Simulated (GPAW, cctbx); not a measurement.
# RbTi2: what bonding does to one electron reflection, worked out

RbTi2, I4/mmm (no. 139), a = 6.8311 Å, b = 6.8311 Å, c = 4.5383 Å, α = 90.00°, β = 90.00°, γ = 90.00°.

```
atom  mult.    x  y    z
 Rb1      2    0  0  1/2
 Ti1      4  1/2  0  1/4
```

The start was made by putting kin elements into a known structure type; the compound need not exist, or be stable, in this form.

A DFT run (GPAW, PBE, 450 eV, 6×6×6 k-points, Fermi–Dirac width 0.1 eV) gives the static X-ray structure factor of 110 as 10.613 e for the conventional cell; superposed free atoms give 9.673 e. **Problem.** Find the Fourier component V of the crystal potential and the two-beam extinction distance at 120 kV in both cases.

**1. Geometry**

The cell volume is Ω = 211.77 Å³ and d(110) = 4.8303 Å, so g = 1/d = 0.2070 Å⁻¹.

**2. The nuclei**

Electrons feel nuclei as well as electrons, so the nuclear charges are summed with the same phases.

Phase sums Σ exp(2πi h·x), turned so that the total is real and positive: Rb -2.000, Ti +4.000. Then F_Z = 37 × (-2.000) + 22 × (+4.000) = 14.00 e. The electron term has the same sign for this reflection.

**3. Mott–Bethe**

Poisson's equation, term by term, gives V = (e/4πε₀)(F_Z − F)/(πΩg²), with e/4πε₀ = 14.3996 V Å.

The prefactor is 14.3996 × 4.8303²/(π × 211.77) = 0.50498 V per electron. Free atoms: (14.00 − 9.673) × 0.50498 = 2.185 V. Crystal: (14.00 − 10.613) × 0.50498 = 1.710 V. F changes by +9.72 % and V by -21.7 %: the same 0.94 e is measured against F_Z − F = 4.3 e in place of F = 9.7 e.

**4. Extinction distance**

In the two-beam case ξ = 1/(λU) with U = 2γm₀eV/h², that is ξ = 150.41 V Å²/(γλV).

At 120 kV, λ = 0.03349 Å and γ = 1.2348. Free atoms: ξ = 1664 Å. Crystal: ξ = 2126 Å. The thickness fringes go as sin²(πt/ξ), so the two patterns slip by a quarter of a period when t|1/ξ₁ − 1/ξ₀| = 1/4, at t ≈ 192 nm. Thermal motion, absorption and many-beam coupling, left out here, change a real pattern.

**5. Answer**

V(110) is 1.71 V against 2.19 V, and ξ is 2126 against 1664 Å. Limits: static atoms, two beams.

[Outputs are excerpts: Python notices, other lines and further rows are left out; steps that failed or that the build refused (PBEsol, TPSS) are not shown.]

[Logs are printed without paths, hosts, clocks, repeated set-up lines and the standing remarks that a program may print on its own settings, such as how far it seeks lower states.]
